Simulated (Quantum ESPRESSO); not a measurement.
**TiO2 (rutile): which axis gives way under pressure?**

Cell and atoms of rutile TiO2 are relaxed at set pressures, to see how each axis shrinks. The phase is followed to these pressures whether or not it stays the stable one.

Calculated with Quantum ESPRESSO 7.5, PBEsol, PseudoDojo 0.4.1 norm-conserving potentials, cutoff 1170 eV, Fermi–Dirac smearing 0.02 eV, k-mesh 6×6×9, no spin polarisation, no spin-orbit coupling.

Reference cell, relaxed at zero pressure with PBEsol (P4_2/mnm): a = 4.5865 Å, b = 4.5865 Å, c = 2.9383 Å, α = 90.00°, β = 90.00°, γ = 90.00°.

```
atom       x       y       z
  Ti  0.0000  0.0000  0.0000
  Ti  0.5000  0.5000  0.5000
   O  0.3045  0.3045  0.0000
   O  0.1955  0.8045  0.5000
   O  0.6955  0.6955  0.0000
   O  0.8045  0.1955  0.5000
```

```
P (GPa)   a (Å)   c (Å)     c/a
  −3.99  4.6220  2.9478  0.6378
  −0.01  4.5865  2.9383  0.6406
   4.99  4.5473  2.9267  0.6436
  14.98  4.4814  2.9047  0.6481
  19.98  4.4529  2.8943  0.6500
  29.99  4.4020  2.8750  0.6531
```

**Question.** Give the linear compressibility of each axis at zero pressure, and the edges at 9.99 GPa, a row left out above.

Least squares with l = l0 + l1 P + l2 P² gives for a: l0 = 4.5874 Å, l1 = −8.065e−3 Å/GPa, l2 = 6.35e−5 Å/GPa², so β = −l1/l0 = 1.758 × 10⁻³ GPa⁻¹ and the withheld edge is 4.5132 Å. The run itself gives 4.5127 Å, so the estimate misses by 0.0005 Å; the fitted rows themselves lie up to 0.0015 Å off the law.

Least squares with l = l0 + l1 P + l2 P² gives for c: l0 = 2.9383 Å, l1 = −2.369e−3 Å/GPa, l2 = 8.65e−6 Å/GPa², so β = −l1/l0 = 0.806 × 10⁻³ GPa⁻¹ and the withheld edge is 2.9154 Å. The run itself gives 2.9154 Å, so the estimate misses by 0.0000 Å, a rounding's worth.

The compressibilities add to the volume compressibility, 2β_a + β_c = 4.322 × 10⁻³ GPa⁻¹, or B0 ≈ 231 GPa; a parabola over so wide a range errs a few per cent to the stiff side. The a axis is the softest, 2.2 times as compressible as c.

[Logs are printed without paths, hosts, clocks, repeated set-up lines and the standing remarks that a program may print on its own settings, such as how far it seeks lower states.]
